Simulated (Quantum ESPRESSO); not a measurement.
# λ and ρ(T) of Rh (Fm-3m) from pw.x, ph.x and EPW, part 3 of 4

Wanted: λ, Tc and ρ(T) of Rh (Fm-3m) from Quantum ESPRESSO and EPW.

Quantum ESPRESSO 7.5; DFT LDA, scalar-relativistic, plane waves, PseudoDojo 0.4.1 norm-conserving pseudopotentials.

So far. Step 3 (Ground state): The Fermi level lies at 23.44 eV and the pressure is -0.092 GPa. Step 4 (Phonons on the coarse mesh): The lowest mode off the zone centre lies at 83.8 cm⁻¹ and the highest of all solved modes at 260 cm⁻¹, so the solved wavevectors are stable. The acoustic modes at the centre lie within 2.6 cm⁻¹ of zero before the sum rule is imposed.

## 7. Wannier functions and couplings

Projections Rh s, p, d start 9 Wannier functions; states up to 2.5 eV over the Fermi level are frozen, and the projected functions are kept without the localisation step. Hamiltonian, force constants and couplings go to real space.

File epw1.in:

```
--
&inputepw
   prefix = 'x'
   outdir = './tmp'
   dvscf_dir = './save'
   elph = .true.
   etf_mem = 1
   nbndsub = 9
   bands_skipped = 'exclude_bands = 1-4'
   use_ws = .true.
   vme = 'wannier'
   asr_typ = 'crystal'
   nk1 = 12
   nk2 = 12
   nk3 = 12
   nq1 = 6
   nq2 = 6
   nq3 = 6
   amass(1) = 102.9055
   epwwrite = .true.
   epwread = .false.
   wannierize = .true.
   num_iter = 0
   dis_win_max = 63.44
   dis_froz_max = 25.942
   proj(1) = 'Rh:s;p;d'
   wdata(1) = 'dis_num_iter = 600'
   wdata(2) = 'guiding_centres = .true.'
   wdata(3) = 'num_print_cycles = 50'
   wdata(4) = 'dis_mix_ratio = 0.7'
   band_plot = .true.
   filkf = 'path.dat'
   filqf = 'path.dat'
   fsthick = 100.0
   efermi_read = .true.
   fermi_energy = 23.4424
/
```

Run with:

```bash
$ OMP_NUM_THREADS=1 mpirun -n 16 epw.x -nk 16 -in epw1.in > epw1.out
```

Output:

```text
[the first part of the log is left out]
     Number of WS vectors for phonons      279
     Number of WS vectors for electron-phonon      279
     Maximum number of cores for efficient parallelization      279
     Inside velocity step 1
     Velocity matrix elements calculated
     Writing Hamiltonian, Dynamical matrix and EP vertex in Wann rep to file
     ===================================================================
     Memory usage:  VmHWM =      1085Mb
                   VmPeak =      1682Mb
     ===================================================================
     Using q-mesh file: path.dat
     WARNING: q-point weigths do not add up to 1 [loadqmesh_serial]
     Size of q point mesh for interpolation:         46
     Using k-mesh file: path.dat
     WARNING: k-point weigths do not add up to 1 [loadkmesh_para]
     Size of k point mesh for interpolation:         46
     Fermi energy coarse grid =  23.442423 eV
     ===================================================================
     Fermi energy is read from the input file: Ef =  23.442400 eV
     ===================================================================
     Skipping    4 occupied bands:
     The Fermi level will be determined with   9.00000 electrons
              ibndmin =     1  ebndmin =    15.136 eV
              ibndmax =     9  ebndmax =    55.934 eV
     Number of ep-matrix elements per pool :          729 ~=    5.70 Kb (@ 8 bytes/ DP)
     We only need to compute       46 q-points
     ===================================================================
     Memory usage:  VmHWM =      1085Mb
                   VmPeak =      1682Mb
     ===================================================================
```

Wall time 28 min (16 MPI ranks of Arm Neoverse V1, shared host); 7.4 h of CPU time.

Numbers from this step:

| Quantity | Value |
| --- | --- |
| r.m.s. error of the interpolated bands from 2 eV under to 1 eV over the Fermi level | 0.9 meV |
| largest error in that range | 5.4 meV |
| lowest interpolated frequency on the path | 0 cm⁻¹ |

Electronic bands along the path, in eV, zero at the Fermi level; # counts the bands kept:

```
          point     #1     #2     #3     #4     #5     #6     #7     #8
              K  -5.84  -5.04  -2.18  -0.70   0.43   8.13   8.80  12.46
0.47 of the way  -5.20  -4.26  -3.21  -2.03  -1.82   1.34  15.21  16.83
              Γ  -8.31  -3.27  -3.27  -3.27  -1.02  -1.02  16.17  21.75
0.46 of the way  -6.62  -3.53  -2.87  -2.87  -0.96  -0.96  16.01  17.92
              L  -6.48  -3.35  -3.35   0.65   0.65   0.67   8.98  15.67
        halfway  -5.29  -4.40  -2.81  -2.12   0.44   5.61   8.73  16.43
              W  -5.31  -4.03  -4.03  -1.26   1.09   9.90   9.90  11.54
0.57 of the way  -6.25  -5.88  -0.98   0.00   1.09   5.67  12.17  12.86
              X  -6.69  -6.31   0.63   1.09   1.09   3.28  12.73  13.53
```

The same for Wannier interpolation:

```
point     #1     #2     #3     #4     #5     #6     #7     #8
    K  -5.84  -5.04  -2.18  -0.70   0.43   8.57   9.08  13.70
    Γ  -8.31  -3.27  -3.27  -3.27  -1.02  -1.02  25.46  25.46
    L  -6.48  -3.35  -3.35   0.65   0.65   0.67   9.11  22.00
    W  -5.31  -4.03  -4.03  -1.26   1.09  10.31  10.31  11.54
    X  -6.69  -6.31   0.63   1.09   1.09   3.39  13.55  13.55
```

The first set of electronic bands as a text plot (rows in eV, shown from -8.0 to 8.0 only):

```
    7.7 | *                                         *     *
    7.0 |                                                  **
    6.3 |  *                                      **
    5.7 |   *                                    *           *
    5.0 |
    4.3 |    **                                 *             *
    3.7 |                                      *               *
    3.0 |      *                                                *
    2.3 |       *                            **
    1.7 |        *                          *
    1.0 |                                  *         ************
    0.3 |**       **                   **************        ****
   -0.3 |  **       **               ** **  *              ** *
   -1.0 |**  ***      ***************  *     **      ******  *
   -1.7 |  *************              *        *  ***      **
   -2.3 |*      *****                *          **        *
   -3.0 | **     ************************** **** ***
   -3.7 |   *****    *****    ******       *****    ***  *
   -4.3 | **   ******                           **  ******
   -5.0 |* **** **                               ******** *
   -5.7 |**       **                           **        *****
   -6.3 |           *              ************              ****
   -7.0 |            ***         **                             *
   -7.7 |               *      **
         K                 Γ               L            W       X
```

Phonon branches along the path, in cm⁻¹:

```
          point  branch 1  branch 2  branch 3
              K       165       209       220
0.47 of the way       138       172       229
              Γ         0         0         0
0.46 of the way       104       104       205
              L       152       152       260
        halfway       180       184       237
              W       197       223       223
0.57 of the way       196       206       239
              X       202       202       254
```

The phonon branches as a text plot (rows in cm⁻¹):

```
    255 |                              *********               **
    244 |                             *         *            **
    233 |    *****                   *           ***      ***
    222 |*  *                       *               ******
    212 |***      **                                 *    ****
    201 |   *       *              *                * *****  ****
    190 |    ***                                  ****     **
    179 |       *    *           **             **
    168 |*       *                             **
    157 | **      **                        ***
    146 |   *****   * **        *       ****
    136 |        ***                  **
    125 |           **               *
    114 |               *      *    *
    103 |            ***           *
     92 |             **         **
     81 |               **    * *
     71 |               *
     60 |                      *
     49 |                *
     38 |                 *  **
     27 |                 *  *
     16 |
      5 |                  **
         K                 Γ               L            W       X
```

Near the Fermi level the interpolated bands miss those of pw.x by 1 meV r.m.s. and 5 meV at most, each level matched to the nearest interpolated one; the r.m.s. value is under the 60 meV set for going on.

## 8. Coupling and Tc: fine k 20×20×20, q 10×10×10, width 0.15 eV, window 0.61 eV

The couplings are interpolated to a fine mesh near the Fermi level; their sum gives α²F and λ, and the linearised gap equation gives Tc.

File a2f-1.in:

```
--
&inputepw
   prefix = 'x'
   outdir = './tmp'
   dvscf_dir = './save'
   elph = .true.
   etf_mem = 1
   nbndsub = 9
   bands_skipped = 'exclude_bands = 1-4'
   use_ws = .true.
   vme = 'wannier'
   asr_typ = 'crystal'
   nk1 = 12
   nk2 = 12
   nk3 = 12
   nq1 = 6
   nq2 = 6
   nq3 = 6
   amass(1) = 102.9055
   epwwrite = .false.
   epwread = .true.
   wannierize = .false.
   nkf1 = 20
   nkf2 = 20
   nkf3 = 20
   nqf1 = 10
   nqf2 = 10
   nqf3 = 10
   mp_mesh_k = .true.
   ephwrite = .true.
   eliashberg = .true.
   liso = .true.
   limag = .true.
   tc_linear = .true.
   tc_linear_solver = 'lapack'
   fsthick = 0.61
   degaussw = 0.15
   degaussq = 0.5
   nqstep = 500
   muc = 0.13
   wscut = 0.3
   nsiter = 500
   nstemp = 7
   temps = 0.5 1.0 2.0 4.0 8.0 16.0 32.0
/
```

Run with:

```bash
$ OMP_NUM_THREADS=1 mpirun -n 16 epw.x -nk 16 -in a2f-1.in > a2f-1.out
```

Output:

```text
[the first part of the log is left out]
            Electron smearing (eV) =    0.150000000000000D+00
                 Fermi window (eV) =    0.610000000000000D+00
     Finish writing .ephmat files
     ===================================================================
     Memory usage:  VmHWM =        82Mb
                   VmPeak =       688Mb
     ===================================================================
     Finish writing dos file x.dos
     Finish writing phdos files x.phdos and x.phdos_proj
     ===================================================================
     Solve isotropic Eliashberg equations
     ===================================================================
     Finish reading freq file
                  Fermi level (eV) =     2.3475452539E+01
     DOS(states/spin/eV/Unit Cell) =     5.2449960426E-01
            Electron smearing (eV) =     1.5000000000E-01
                 Fermi window (eV) =     6.1000000000E-01
     Nr irreducible k-points within the Fermi shell =       181 out of       256
           4 bands within the Fermi window
     Finish reading egnv file
     Max nr of q-points =       786
     Finish reading ikmap files
     Start reading .ephmat files
     Finish reading .ephmat files
     a2f file is not found to estimate initial gap: calculating a2f files
     Finish reading a2f file
     Electron-phonon coupling strength =    0.3656154
     Estimated Tc using McMillan expression =   0.2288 K for muc =   0.1300
     Estimated Tc using Allen-Dynes modified McMillan expression =   0.2313 K
     Estimated Tc using SISSO machine learning model =   0.2626 K
     Estimated w_log =  23.2341 meV
     Estimated BCS superconducting gap using McMillan Tc =   0.0347 meV
     WARNING WARNING WARNING
     The code may crash since tempsmin =    0.500 K is larger than McMillan Tc =     0.229 K
     Start: Solving (isotropic) linearized Eliashberg equation with solver = lapack
     For the first Temp.    0.50  K
       Total number of frequency points nsiw(     1) =   1108
       Cutoff frequency wscut =     0.3001
     Superconducting transition temp. Tc is the one which has Max. eigenvalue close to 1
      -----------------------------------------------------------------
             Temp.       Max.         nsiw     wscut    Nr. of iters
             (K)       eigenvalue    (itemp)   (eV)      to Converge
      -----------------------------------------------------------------
             0.50      1.0651627     1108      0.3001        1
             1.00      0.9052524      554      0.3002        1
             2.00      0.7464531      277      0.3005        1
             4.00      0.5895119      139      0.3021        1
             8.00      0.4344464       69      0.3010        1
            16.00      0.2844659       35      0.3075        1
            32.00      0.1420403       17      0.3032        1
      -----------------------------------------------------------------
     Finish: Solving (isotropic) linearized Eliashberg equation
```

Run time: 9.2 min. Hardware: 16 MPI ranks; 2.4 h of CPU time.

Numbers from this step:

* coupling constant λ: 0.3656
* log mean phonon energy ħω_log: 23.23 meV
* density of states at the Fermi level: 0.5245 states/eV a spin and cell
* Fermi level on the fine mesh: 23.48 eV

A2F against phonon energy; read off at these points:

```
phonon energy (meV)      a2F
                5.0        0
                6.0   4.5e-4
                7.0  0.00167
                8.0   1.9e-4
                9.0   9.9e-4
               10.0   4.8e-4
               11.0  0.00351
               12.0   0.0117
               13.0   0.0159
               14.0   0.0120
               15.0   0.0306
               16.0   0.0535
               17.0   0.0598
               18.0    0.159
               18.5    0.201
               19.0    0.161
               20.0    0.270
               21.0    0.278
               22.0    0.338
               23.0    0.398
               24.0    0.543
               24.2    0.555
               25.0    0.333
               26.0    0.340
               27.0    0.167
               28.0    0.327
               29.0    0.309
               30.0    0.360
               31.0    0.144
               32.0   0.0356
               33.0   5.6e-4
               34.0        0
```

Tc lies where the eigenvalue is 1; mu* = 0.13. Eigenvalue against temperature:

```
T (K)  largest eigenvalue of the linearised gap equation
  0.5                                              1.065
    1                                             0.9053
    2                                             0.7465
    4                                             0.5895
    8                                             0.4344
   16                                             0.2845
   32                                              0.142
```

λ = 0.366 and ħω_log = 23.2 meV. The eigenvalue passes 1 near 0.66 K.

## 9. Resistivity: fine k 24×24×24, q 12×12×12, adaptive width, window 0.32 eV

The Boltzmann equation is solved by iteration on a fine mesh; only states within the window around the Fermi level enter.

File bte-1.in:

```
--
&inputepw
   prefix = 'x'
   outdir = './tmp'
   dvscf_dir = './save'
   elph = .true.
   etf_mem = 1
   nbndsub = 9
   bands_skipped = 'exclude_bands = 1-4'
   use_ws = .true.
   vme = 'wannier'
   asr_typ = 'crystal'
   nk1 = 12
   nk2 = 12
   nk3 = 12
   nq1 = 6
   nq2 = 6
   nq3 = 6
   amass(1) = 102.9055
   epwwrite = .false.
   epwread = .true.
   wannierize = .false.
   nkf1 = 24
   nkf2 = 24
   nkf3 = 24
   nqf1 = 12
   nqf2 = 12
   nqf3 = 12
   mp_mesh_k = .true.
   scattering = .true.
   iterative_bte = .true.
   epmatkqread = .false.
   assume_metal = .true.
   int_mob = .false.
   carrier = .false.
   ngaussw = -99
   mob_maxiter = 200
   broyden_beta = 0.7
   fsthick = 0.32
   degaussw = 0.0
   nstemp = 6
   temps = 150 200 273 300 400 500
   restart = .false.
   selecqread = .false.
/
```

Run with:

```bash
$ OMP_NUM_THREADS=1 mpirun -n 16 epw.x -nk 16 -in bte-1.in > bte-1.out
```

Output:

```text
[the first part of the log is left out]
     =============================================================================================
     Start solving iterative Boltzmann Transport Equation
     =============================================================================================
     Iteration number:         1
     =============================================================================================
       Temp     Fermi        DOS        Population SR                 Conductivity
        [K]      [eV]    [states/Ry] [carriers per cell]               [Ohm.cm]^-1
     =============================================================================================
      150.000  23.4732   0.60711E+01   0.00000E+00    0.364053E+06    0.693450E-12   -0.239490E-12
                                      -0.35527E-14    0.972260E-12    0.364053E+06   -0.285959E-12
                                      -0.92287E-14   -0.400342E-12    0.163845E-11    0.364053E+06
      200.000  23.4741   0.30842E+01   0.17764E-14    0.279486E+06   -0.232341E-12   -0.718471E-12
                                       0.15543E-14    0.139405E-12    0.279486E+06   -0.115813E-11
                                      -0.45797E-15    0.291320E-12    0.262501E-12    0.279486E+06
      273.000  23.4745   0.21487E+01   0.00000E+00    0.213355E+06   -0.216256E-12    0.670216E-12
                                       0.38858E-15    0.130469E-12    0.213355E+06    0.493279E-12
                                       0.90900E-15   -0.116171E-12   -0.156194E-11    0.213355E+06
      300.000  23.4744   0.22811E+01   0.19984E-14    0.197284E+06    0.180511E-12    0.164426E-12
                                      -0.79103E-15   -0.470045E-12    0.197284E+06   -0.600513E-12
                                      -0.13461E-14    0.420002E-12   -0.441337E-12    0.197284E+06
      400.000  23.4736   0.47609E+01   0.49960E-15    0.156279E+06    0.428938E-13    0.160852E-13
                                      -0.14919E-14    0.200171E-12    0.156279E+06    0.382470E-12
                                      -0.33307E-14    0.571917E-13   -0.960642E-13    0.156279E+06
      500.000  23.4722   0.10447E+02  -0.55511E-16    0.131096E+06   -0.571917E-13   -0.822131E-13
                                       0.22204E-14   -0.119745E-12    0.131096E+06   -0.200171E-12
                                      -0.94369E-15   -0.822131E-13    0.640279E-12    0.131096E+06
                                                      0.364053E+06    Max error
     [...]
     Iteration number:        25
     =============================================================================================
       Temp     Fermi        DOS        Population SR                 Conductivity
        [K]      [eV]    [states/Ry] [carriers per cell]               [Ohm.cm]^-1
     =============================================================================================
      150.000  23.4732   0.60711E+01   0.35527E-14    0.372421E+06    0.300257E-12   -0.109379E-11
                                       0.13378E-13    0.922217E-12    0.372421E+06   -0.210180E-11
                                       0.50307E-14   -0.922217E-12   -0.380599E-12    0.372421E+06
      200.000  23.4741   0.30842E+01   0.00000E+00    0.286039E+06   -0.418215E-12    0.428938E-12
                                      -0.84377E-14   -0.357448E-13    0.286039E+06    0.672003E-12
                                      -0.74576E-14   -0.443236E-12    0.293723E-11    0.286039E+06
      273.000  23.4745   0.21487E+01   0.66613E-15    0.218608E+06    0.285959E-13   -0.471832E-12
                                       0.48711E-14    0.259150E-12    0.218608E+06    0.111166E-11
                                       0.35111E-14   -0.226980E-12    0.116668E-11    0.218608E+06
      300.000  23.4744   0.22811E+01  -0.18319E-14    0.202166E+06   -0.822131E-13    0.142979E-12
                                      -0.55511E-15   -0.212682E-12    0.202166E+06   -0.173720E-11
                                       0.83267E-16    0.230554E-12   -0.179841E-13    0.202166E+06
      400.000  23.4736   0.47609E+01  -0.13323E-14    0.160212E+06   -0.822131E-13    0.857876E-13
                                      -0.31225E-15   -0.679152E-13    0.160212E+06    0.618386E-12
                                       0.32752E-14   -0.182299E-12   -0.231671E-12    0.160212E+06
      500.000  23.4722   0.10447E+02   0.55511E-16    0.134455E+06   -0.214469E-12   -0.100086E-12
                                      -0.34278E-14    0.142979E-13    0.134455E+06    0.539747E-12
                                      -0.17764E-14    0.607662E-13    0.719141E-12    0.134455E+06
                                                      0.473403E-06    Max error
```

Wall time 15 min (16 MPI ranks).

Numbers from this step:

```yaml
iterations: 25
resistivity_at_300_k: 4.946 μΩ cm
```

Resistivity, by row:

```
T (K)  rho_xx (μΩ cm)  rho_yy  rho_zz  relaxation-time approximation, mean of the axes (μΩ cm)
  150           2.685   2.685   2.685                                                    2.757
  200           3.496   3.496   3.496                                                    3.561
  273           4.574   4.574   4.574                                                    4.625
  300           4.946   4.946   4.946                                                    4.987
  400           6.242   6.242   6.242                                                    6.228
  500           7.437   7.437   7.437                                                    7.363
```

ρ(300 K) = 4.95 μΩ cm; the relaxation-time start gave 4.99. One mesh does not show convergence. The largest adaptive width printed is 0.69 eV, against a window of 0.32 eV outside which no state is counted.

(Part 3 of 4 ends here.)

[The logs of pw.x and epw.x are selected lines.]

[Logs are printed without paths, hosts, clocks, repeated set-up lines and the standing remarks that a program may print on its own settings, such as how far it seeks lower states.]

[Hosts, paths, dates, database ids (printed as entryN), source tags and the programs' standing remarks are cut or masked in the printed files.]
